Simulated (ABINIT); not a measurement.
Records of electronic-structure calculations.

```xyz
6
Lattice="3.169 0.000 0.000 -1.585 2.744 0.000 0.000 0.000 12.324" Properties=species:S:1:pos:R:3 pbc="T T T" subject="MoS2 (P6_3/mmc): G0W0 with ABINIT, start to end" method="RPA screening on PBE, plane waves, norm-conserving pseudopotentials (and 2 further levels or steps)" program="ABINIT 10.8.3" settings="cutoff 36 Ha, PseudoDojo scalar-relativistic 0.4.1 standard, norm-conserving, ngkpt (6, 6, 1), nband 306, ecuteps 6.5 Ha, inclvkb 2, shiftk (0, 0, 0), symchi 1, awtr 1, frequency ppm, 6×6×1 k-mesh" cost="4 runs, 28 min in all on 8 MPI ranks of Intel Xeon Platinum 8259CL at 2.50GHz (Skylake/Cascade Lake), shared host" notes="The database entry behind the starting cell differs from other determinations of this structure. The program’s warnings: nproc spkpt=  >= nkpt= * nsppol=. The cell and positions come from the Crystallography Open Database and are kept as given unless a step says otherwise. Limits: no spin-orbit coupling. The 6×6×1 mesh is coarse for this cell, which bears on the long-range parts of exchange and screening." pbe_gap="0.89 eV, indirect" g0w0_gap_on_the_mesh="1.22 eV" gw_settings="6×6×1 mesh, 306 bands, screening to 176.9 eV, Godby-Needs plasmon pole" known_limits="short of the basis limit; no spin-orbit coupling; coarse k mesh"
Mo    0.000    1.830    3.081
Mo    1.585    0.915    9.243
S     0.000    1.830    7.678
S     1.585    0.915    1.516
S     0.000    1.830   10.808
S     1.585    0.915    4.646
```

[Long decimals in the printed logs are rounded to 6 places.]

[Logs are printed without paths, hosts, clocks, repeated set-up lines and the standing remarks that a program may print on its own settings, such as how far it seeks lower states.]

[Paths, hosts, dates, memory and timing lines, banners, echoed tables and standing remarks are left out of the program output; an Ansatz launch command may be rebuilt from the run's recorded settings. Measured values are a selection of at most five: reports struck by readers or far from the other reports are left out. None is set beside runs whose start may be inverted or whose files or cutoffs have a known fault.]

[Runs of the session that timed out or met a known fault of the program may be left out.]

[Hosts, paths, dates, database ids (printed as entryN), source tags and the programs' standing remarks are cut or masked in the printed files.]

[G0W0 gaps are taken among the corrected bands and points alone; a level outside them can change the order at an edge.]

[Where Ansatz stands beside ABINIT at settings called matched, ABINIT's density can come from a denser mesh and the files from another edition; pairs whose starting gaps differed by over 0.03 eV were left out, so agreement reads better than it is.]
